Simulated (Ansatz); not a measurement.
# How fast states decay through Hf2PBr2N, part 2 of 3

Aim: relax a made-up compound, Hf2PBr2N, and see how good a tunnel barrier it would be. It is built by putting P for part of the N in the HfBrN structure of space group R-3m, with the volume rescaled by atomic radii. The parent structure comes from the Materials Project.

Ansatz 0.2.0; r2SCAN DFT, plane waves, PAW files (the session's first sound run).

So far. Step 2 (Cell and atoms at rest): The largest force component on a free atom ends at 0.0021 eV/Å.

The structure was built from a prototype and need not be the compound's stable phase.

## 3. The bulk crystal and its band edges

The energy window and the wavevectors of the next steps follow from the band edges, so these are searched first, off the mesh as well.

Contents of input.yaml:

```yaml
crystal:
  lattice:
    - [1.7824666534, 1.0291076022, 12.0201156753]
    - [-1.7824666534, 1.0291076022, 12.0201156753]
    - [0.0, -2.0582152044, 12.0201156753]
  atoms:
    - { symbol: Hf, position: [0.2360682597, 0.2360682597, 0.2360682597] }
    - { symbol: Hf, position: [0.7732465259, 0.7732465259, 0.7732465259] }
    - { symbol: Br, position: [0.3838372215, 0.3838372215, 0.3838372215] }
    - { symbol: Br, position: [0.6225259694, 0.6225259694, 0.6225259694] }
    - { symbol: "N", position: [0.1193448743, 0.1193448743, 0.1193448743] }
    - { symbol: P, position: [0.8649771493, 0.8649771493, 0.8649771493] }
kpoints:
  mp_grid: { grid: [8, 8, 8] }
  band_path: { path: [VBM, CBM], npoints: 30 }
scf:
  occupations: { method: fixed }
hamiltonian:
  xc: r2scan
output:
  eigenvalues: true
  write_potential: true
  write_density: true
  volumetric_format: npy
  elf: true
```

Started as:

```
ansatz run input.yaml --threads 2 --pin off --max-ram 4096MiB --backend cpu --events-out ev --progress --plain --runs-dir out
```

Numbers of over 12 decimals in the logs are rounded to 6 here.

Output:

```text
[...]
Crystal: 6 atoms, lattice volume = 132.295 Å³
Basis set: ecut = 500 eV, 3397 PW (Γ), FFT grids on a1−a2, a2, −a2+a3, exchange–correlation on 108×360×108 points (64 copies of the dense FFT grid, shifted against one another)
Bands: 46, of which v1, the nominal top of the filled ones, is band 38 counted from 1 (37 counted from 0)
Symmetry: 6 space group operations
[...]
k-points: 65 of 512 (time reversal used)
[...]
SCF iter   1: F=—  HF=-38203.759711 eV  |F-HF|=—  |Δ(HF+E_count)|=         —  Δρ=8.69e-3  dr2=2.78e-1  dr2_τ=2.06e-1  ethr=1.77e-3  ⟨swp⟩=5.6  Hψ=10360  notcnv=0  defer=358
[...]
SCF iter  10: F=-38203.770516 eV  HF=-38203.770516 eV  |F-HF|=9.15e-9  |Δ(HF+E_count)|=   4.88e-8  Δρ=6.01e-6  dr2=5.88e-8  dr2_τ=3.78e-9  ethr=1.32e-10  ⟨swp⟩=11.6  Hψ=16655  notcnv=0
SCF 1 converged in 10 iterations: F = -38203.770516 eV  dr2 = 5.88e-8
[...]
NSCF: frozen V_eff on 32 k-points
[...]
SCF converged after 10 iterations
Free energy (F): -38203.770516 eV
[...]
Internal energy: -38203.770516 eV  (E = F + TS)
E sigma→0 (E₀):  -38203.770516 eV
Fermi energy:    8.874756 eV
[...]
--- Band table (eV; the first three rows and the last of 65) ---
  k-point 0: bands = [... 34 lower, 8.4822, 8.6504, 8.6504, 8.7488, 11.3632, 11.3632, 11.8652, 13.2358, ... 4 higher]
  k-point 1: bands = [... 34 lower, 8.1164, 8.2991, 8.5528, 8.8035, 11.1738, 11.6010, 11.8320, 13.1401, ... 4 higher]
  k-point 2: bands = [... 34 lower, 7.5632, 7.9290, 8.4756, 8.7567, 10.7681, 11.7558, 12.1538, 13.3092, ... 4 higher]
  k-point 64: bands = [... 34 lower, 8.4851, 8.5456, 8.6478, 8.6478, 11.3631, 11.3631, 11.8533, 13.2370, ... 4 higher]
```

The job ended after 91 s (2 threads of Intel Xeon Platinum 8375C at 2.90GHz (Ice Lake), shared host; peak memory 0.89 GiB).

The column dr2 measures how far the density is from self-consistency, as an energy; F and HF (Harris–Foulkes) agree once it is small.

Numbers from this step:

```
free energy         : -38203.7705 eV
Fermi energy        : 8.875 eV
gap on the k-mesh   : 1.416 eV
gap on path         : 1.402 eV, by band count; negative where bands overlap
direct gap on path  : 1.459 eV
edge places on path : 0, 1.206 1/A along the path
```

Electronic bands along the path, in eV, zero at the Fermi level (highest filled level under fixed occupations); v1 is the highest filled band, c1 the lowest empty one:

```
  point     v4     v3     v2     v1    c1    c2    c3    c4
    VBM  -1.35  -1.31  -0.61   0.01  1.97  2.65  3.86  4.47
halfway  -1.34  -1.26  -0.57   0.01  1.98  2.66  3.74  4.43
    CBM  -1.64  -1.04  -0.37  -0.04  1.42  4.27  4.68  4.73
```

Electrostatic potential energy in the ac plane of the cell as run, not the conventional one, at fractional y = 0.119, with atoms of N within 0.2 Å of it. With pseudopotentials it is smooth inside the atoms' cores, unlike the true potential.

Values in eV, 13 rows by 16 columns, each cell a mean:
```
 15  14  14   7  -6  10  15  13   7   4   6  10  12  13  14  15
 15  15  14  13  11   8  12  14  12   5   4   9  11  12  13  14
 14  14  14  13  12  11   8   9  13  12   2  -1   9  11  12  13
 12  14  14  14  11   9   9   5   5  11  12   2  -3   7  10  11
  8  12  13  14  14   9   4   7   3   2   9  12   6   0   6   6
 -1   3  10  13  14  14   7  -4   5   4   1   8  13  10   6   4
  3 -14  -9   7  12  14  14   8  -6   3   6   4   9  13  13  10
 12   1 -24 -21   2  11  13  14  11   0   5   9   7  10  14  14
 15  13   2 -24 -27  -4  10  13  14  13   8   9  11  10   8  11
 -4  14  14   5 -20 -29  -9   9  13  14  14  12  11  13  11  -8
-18 -17  11  14   9 -12 -28 -11   9  13  14  14  14  13  14  11
 12 -13 -24   7  15  12  -2 -18  -6   8  12  14  14  15  14  14
 14  14  -5 -24   6  15  13   6  -3   1   9  12  13  14  15  15
```
Columns run along a (12.2 Å; values clipped at the 3rd and 97th percentile), rows up along c (12.2 Å). Atoms in or near the plane, at fractional coordinates: N at (0.12, 0.12).

Valence density in the ac plane of the cell as run, not the conventional one, at fractional y = 0.119, with atoms of N within 0.2 Å of it. It is the smooth field of the valence electrons, not physical close to the nuclei.

Ten steps, logarithmic in the rise over the least value, from '0' (0 e/Å³) to '9' (17 e/Å³), each cell a mean:
```
0000012455421001122222100000000000
0000000134432100112332210000000000
0000000012333210011233221100000000
0000001111122221000123332110000000
0000001111111222100012333221100000
0000000112211112210001223332110000
0000000012222111221000112333211000
0000000001223221122110001233322110
1000000000123332212221000112333221
2110000000002333321122100001223322
3331100000000123432212221000112222
2344311000000012343321122110001122
2245653110000001233332111221100011
1124677521100000012333211122211000
0012368874111000001233321112222100
0001136898621100000012332111233321
2100012589974110000000122211123443
5310000147998521100000011211111345
6642100012689862100000000111110134
4665310000147886310000000000110012
2456642000012577531000000000000000
0135665310001235553100000000000000
0012466531000112344210000000000000
0000135654200011233321000000000000
```
Columns run along a (12.2 Å), rows up along c (12.2 Å). Atoms in or near the plane, at fractional coordinates: N at (0.12, 0.12).

ELF in the ac plane of the cell as run, not the conventional one, at fractional y = 0.119, with atoms of N within 0.2 Å of it. It is the smooth field of the valence electrons, not physical close to the nuclei.

Ten even steps from '0' (0.01) to '9' (0.88), each cell a mean:
```
0000026889973126887531101221000000
0000101478997411589975321122210000
0001221124788751158999753212221100
0001234421245664114899987531222210
0000135665212333311379999874212221
1000014678752111211026899887521121
1100001478987411111001589998863111
1100000037899863111100137999986310
0000000002689998511110002589998521
1000000000158999972121100137999852
3211001110004899998411110001589985
5344211121100269999962111111126898
7535652112221015899997311123311368
6643687511233100379999841113553114
2453368973123321015899985212577620
1023225898522332100379998621368884
7300111489973123210025899862147999
9851001027998411221000368875214798
7787300001589851111100014676521378
8647851001136886201100000245531126
5863586200122477520000000002332101
1477337840023334542000000000011100
0026865785102554333100110000000000
0001478789620267753210011100000000
```
Columns run along a (12.2 Å), rows up along c (12.2 Å). Atoms in or near the plane, at fractional coordinates: N at (0.12, 0.12).

The searched edges give 1.40 eV, against 1.42 eV on the mesh.

## 4. Decaying states in the gap, plane (101)

This step: r2SCAN DFT, plane waves, PAW files; complex bands by layer matching along the plane's normal (Ansatz 0.2.0).

The same crystal is laid in a cell whose first two vectors span the (101) plane (indices of the standard conventional cell, whose axes can be ordered otherwise than in the bulk input). At fixed energy and wavevector in the plane the solver finds all kz, real and complex. A few wavevectors are listed, (0, 0) and (0.4948, 0) in units of the plane's reciprocal vectors; the slowest state needn't be among them.

Contents of input.yaml:

```yaml
crystal:
  lattice:
    - [12.195057633, 0.0, 0.0]
    - [0.521061477, 3.52664776, 0.0]
    - [0.521061477, 1.724830517, 3.076069588]
  atoms:
    - { symbol: Hf, position: [0.7082047791, 0.7639317403, 0.7639317403] }
    - { symbol: Hf, position: [0.3197395777, 0.2267534741, 0.2267534741] }
    - { symbol: Br, position: [0.1515116645, 0.6161627785, 0.6161627785] }
    - { symbol: Br, position: [0.8675779082, 0.3774740306, 0.3774740306] }
    - { symbol: "N", position: [0.3580346229, 0.8806551257, 0.8806551257] }
    - { symbol: P, position: [0.5949314479, 0.1350228507, 0.1350228507] }
kpoints:
  mp_grid: { grid: [8, 8, 8] }
scf:
  occupations: { method: fixed }
hamiltonian:
  xc: r2scan
output:
  eigenvalues: true
  transmission:
    leads: [[0, 0]]
    kpoints: [[0.0, 0.0], [0.4948, 0.0]]
    e_range: [-1.0, 2.4]
    de: 0.07
```

Output:

```text
[...]
Crystal: 6 atoms, lattice volume = 132.295 Å³
Basis set: ecut = 500 eV, 3397 PW (Γ), exchange–correlation on 360×108×108 points (64 copies of the dense FFT grid, shifted against one another)
Bands: 46, of which v1, the nominal top of the filled ones, is band 38 counted from 1 (37 counted from 0)
Symmetry: 6 space group operations
[...]
k-points: 65 of 512 (time reversal used)
[...]
SCF iter   1: F=—  HF=-38203.759760 eV  |F-HF|=—  |Δ(HF+E_count)|=         —  Δρ=8.69e-3  dr2=2.78e-1  dr2_τ=2.06e-1  ethr=1.77e-3  ⟨swp⟩=5.6  Hψ=10309  notcnv=0  defer=364
[...]
SCF iter  10: F=-38203.770516 eV  HF=-38203.770516 eV  |F-HF|=9.12e-9  |Δ(HF+E_count)|=   3.96e-8  Δρ=6.00e-6  dr2=5.90e-8  dr2_τ=3.73e-9  ethr=1.32e-10  ⟨swp⟩=11.6  Hψ=16704  notcnv=0
SCF 1 converged in 10 iterations: F = -38203.770516 eV  dr2 = 5.90e-8
[...]
transmission: 5 of 10 steps passed
transmission: 10 of 10 steps passed
SCF converged after 10 iterations
Free energy (F): -38203.770516 eV
[...]
Internal energy: -38203.770516 eV  (E = F + TS)
E sigma→0 (E₀):  -38203.770516 eV
Fermi energy:    8.874755 eV
[...]
--- Band table (eV; the first three rows and the last of 65) ---
  k-point 0: bands = [... 34 lower, 8.4822, 8.6504, 8.6504, 8.7488, 11.3632, 11.3632, 11.8652, 13.2358, ... 4 higher]
  k-point 1: bands = [... 34 lower, 8.1164, 8.2991, 8.5528, 8.8035, 11.1738, 11.6010, 11.8320, 13.1401, ... 4 higher]
  k-point 2: bands = [... 34 lower, 7.5632, 7.9290, 8.4756, 8.7567, 10.7681, 11.7558, 12.1538, 13.3092, ... 4 higher]
  k-point 64: bands = [... 34 lower, 8.4851, 8.5456, 8.6478, 8.6478, 11.3631, 11.3631, 11.8533, 13.2370, ... 4 higher]
--- Transmission ---
  basis      : 453 plane waves across, 5 finite elements along
  points     : 2, as listed
  energies   : 49 from -1.000000 to 2.360000 eV about the Fermi level, 0.070000 eV apart; the leads are filled to 0.707818 eV, and channels, transmission and decay are at 0.680000 eV
  crystal 0  : Hf2N1P1Br2, at the sites [0, 0], period 3.0761 Å: whole cells are its period
    offset         : up to 0.0000 Å between an atom of the period and one for which it stands
    channels       : 0.000000e0 a spin
    conductance    : none, the energies end too early or step too widely for 300 K: set another output.transmission.e_range or a lower de, or, where they end at an eighth of basis.ecutwfc, a higher one
    slowest decay  : 0.2267 /Å at (0.4948, 0.0000)
```

Elapsed: 2.1 min, on 2 threads; peak memory 2 GiB.

This step gave:

```
level to which the leads are filled                       : 0.7078 eV from the Fermi level
decay constant at the filling level, zone centre          : 0.2326 Å⁻¹
decay constant at the filling level, slowest listed point : 0.2267 Å⁻¹
```

K parallel (0, 0); values up to 1.5 1/Å, a degenerate pair printed once or twice; energies at which all values exceed this have no row. Table of Im kz of the slowest decaying states by energy, zero at the highest filled level on the SCF mesh:

```
energy (eV)  decay 1 (Å⁻¹)  decay 2 (Å⁻¹)  decay 3 (Å⁻¹)  decay 4 (Å⁻¹)
      -1.00          0.113          0.307          0.430          0.456
      -0.86          0.226          0.318          0.433          0.445
      -0.72          0.290          0.317          0.399          0.459
      -0.58          0.305          0.345          0.346          0.471
      -0.44          0.214          0.280          0.461          0.482
      -0.30         0.0832          0.169          0.234          0.318
      -0.16         0.0475         0.0932          0.127          0.164
      -0.09          0.138          0.222          0.236          0.290
      -0.02          0.146          0.162          0.187          0.203
       0.05          0.157          0.190          0.260          0.276
       0.19          0.179          0.208          0.323          0.343
       0.33          0.197          0.224          0.348          0.379
       0.47          0.213          0.239          0.365          0.402
       0.61          0.227          0.251          0.376          0.398
       0.75          0.238          0.262          0.381          0.383
       0.89          0.248          0.271          0.362          0.387
       1.03          0.256          0.278          0.336          0.387
       1.17          0.263          0.285          0.302          0.385
       1.31          0.249          0.269          0.290          0.379
       1.45          0.273          0.274          0.295          0.371
       1.52          0.276          0.297          0.311          0.366
       1.66          0.279          0.300          0.348          0.352
       1.80          0.281          0.302          0.334          0.368
       1.94          0.284          0.302          0.310          0.357
       2.08          0.279          0.287          0.301          0.326
       2.22          0.236          0.292          0.294          0.393
       2.36          0.170          0.257          0.294          0.395
```

K parallel (0, 0). Re kz of states that move upwards against energy, zero at the highest filled level on the SCF mesh:

| energy (eV) | channel 1 (Å⁻¹) | channel 2 (Å⁻¹) | channel 3 (Å⁻¹) |
| --- | --- | --- | --- |
| -1.00 | -0.552 | -0.352 | -0.230 |
| -0.93 | -0.499 | -0.322 | -0.214 |
| -0.79 | -0.404 | -0.267 | -0.181 |
| -0.72 | -0.357 | -0.241 | -0.163 |
| -0.65 | -0.310 | -0.216 | -0.144 |
| -0.58 | -0.259 | -0.190 | -0.122 |
| -0.44 | -0.138 | -0.125 | -0.0603 |
| -0.37 | -0.361 | -0.108 | 0.972 |
| -0.30 | -0.215 | -0.0739 | - |
| -0.16 | - | - | - |
| -0.09 | -0.421 | 0.132 | 0.857 |
| -0.02 | - | - | - |
| 0.12 | - | - | - |
| 0.19 | - | - | - |
| 0.26 | - | - | - |
| 0.33 | - | - | - |
| 0.47 | - | - | - |
| 0.54 | - | - | - |
| 0.61 | - | - | - |
| 0.75 | - | - | - |
| 0.82 | - | - | - |
| 0.89 | - | - | - |
| 1.03 | - | - | - |
| 1.10 | - | - | - |
| 1.17 | - | - | - |
| 1.24 | - | - | - |
| 1.38 | - | - | - |
| 1.45 | -0.845 | - | - |
| 1.52 | -0.749 | - | - |
| 1.66 | -0.641 | - | - |
| 1.73 | -0.599 | - | - |
| 1.80 | -0.560 | - | - |
| 1.94 | -0.486 | - | - |
| 2.01 | -0.448 | - | - |
| 2.08 | -0.408 | - | - |
| 2.15 | -0.365 | - | - |
| 2.29 | -0.263 | - | - |
| 2.36 | -0.202 | - | - |

K parallel (0.4948, 0); values up to 1.5 1/Å, a degenerate pair printed once or twice; energies at which all values exceed this have no row. Im kz of the slowest decaying states against energy, zero at the highest filled level on the SCF mesh:

| energy (eV) | decay 1 (Å⁻¹) | decay 2 (Å⁻¹) | decay 3 (Å⁻¹) | decay 4 (Å⁻¹) |
| --- | --- | --- | --- | --- |
| -1.00 | 0.126 | 0.332 | 0.332 | 0.413 |
| -0.86 | 0.239 | 0.357 | 0.357 | 0.429 |
| -0.65 | 0.341 | 0.376 | 0.376 | 0.396 |
| -0.51 | 0.298 | 0.298 | 0.411 | 0.417 |
| -0.30 | 0.0887 | 0.163 | 0.283 | 0.398 |
| -0.16 | 0.0782 | 0.133 | 0.171 | 0.251 |
| -0.02 | 0.130 | 0.147 | 0.166 | 0.267 |
| 0.19 | 0.173 | 0.204 | 0.329 | 0.359 |
| 0.33 | 0.193 | 0.223 | 0.352 | 0.404 |
| 0.54 | 0.215 | 0.246 | 0.374 | 0.443 |
| 0.68 | 0.227 | 0.259 | 0.382 | 0.437 |
| 0.82 | 0.236 | 0.270 | 0.387 | 0.412 |
| 1.03 | 0.247 | 0.284 | 0.367 | 0.367 |
| 1.17 | 0.253 | 0.292 | 0.327 | 0.327 |
| 1.38 | 0.217 | 0.219 | 0.258 | 0.302 |
| 1.52 | 0.261 | 0.308 | 0.324 | 0.366 |
| 1.66 | 0.261 | 0.313 | 0.348 | 0.352 |
| 1.87 | 0.260 | 0.320 | 0.323 | 0.364 |
| 2.01 | 0.258 | 0.296 | 0.324 | 0.369 |
| 2.22 | 0.236 | 0.251 | 0.326 | 0.329 |
| 2.36 | 0.170 | 0.246 | 0.285 | 0.287 |

K parallel (0.4948, 0). Table of Re kz of states that move upwards by energy, zero at the highest filled level on the SCF mesh:

```
energy (eV)  channel 1 (Å⁻¹)  channel 2 (Å⁻¹)  channel 3 (Å⁻¹)
      -1.00           -0.580           -0.448           -0.254
      -0.93           -0.526           -0.408           -0.238
      -0.79           -0.429           -0.334           -0.204
      -0.72           -0.382           -0.300           -0.186
      -0.65           -0.334           -0.268           -0.166
      -0.58           -0.282           -0.238           -0.144
      -0.44           -0.178           -0.150          -0.0832
      -0.37           -0.377           -0.144            0.923
      -0.30           -0.235           -0.112            0.152
      -0.16            0.537                -                -
      -0.09            0.752                -                -
      -0.02                -                -                -
       0.12                -                -                -
       0.19                -                -                -
       0.26                -                -                -
       0.33                -                -                -
       0.47                -                -                -
       0.54                -                -                -
       0.61                -                -                -
       0.75                -                -                -
       0.82                -                -                -
       0.89                -                -                -
       1.03                -                -                -
       1.10                -                -                -
       1.17                -                -                -
       1.24                -                -                -
       1.38                -                -                -
       1.45           -0.881                -                -
       1.52           -0.780                -                -
       1.66           -0.664                -                -
       1.73           -0.619                -                -
       1.80           -0.578                -                -
       1.94           -0.500                -                -
       2.01           -0.461                -                -
       2.08           -0.420                -                -
       2.15           -0.376                -                -
       2.29           -0.277                -                -
       2.36           -0.218                -                -
```

At the listed wavevectors the last open channel is at -0.09 eV and the next at +1.45 eV on the grid. At +0.68 eV, the grid energy nearest the filling level (the middle of the gap on the SCF mesh), the slowest state at the listed wavevectors decays with κ = 0.227 Å⁻¹, its amplitude falling by e over 4.4 Å. Through 1 nm of this crystal that state's transmission falls by exp(−2 × 0.227 Å⁻¹ × 10 Å) = 0.011.

(Continued in part 3 of 3.)

[Logs are printed without paths, hosts, clocks, repeated set-up lines and the standing remarks that a program may print on its own settings, such as how far it seeks lower states.]

[Hosts, paths, dates, database ids (printed as entryN), source tags and the programs' standing remarks are cut or masked in the printed files.]
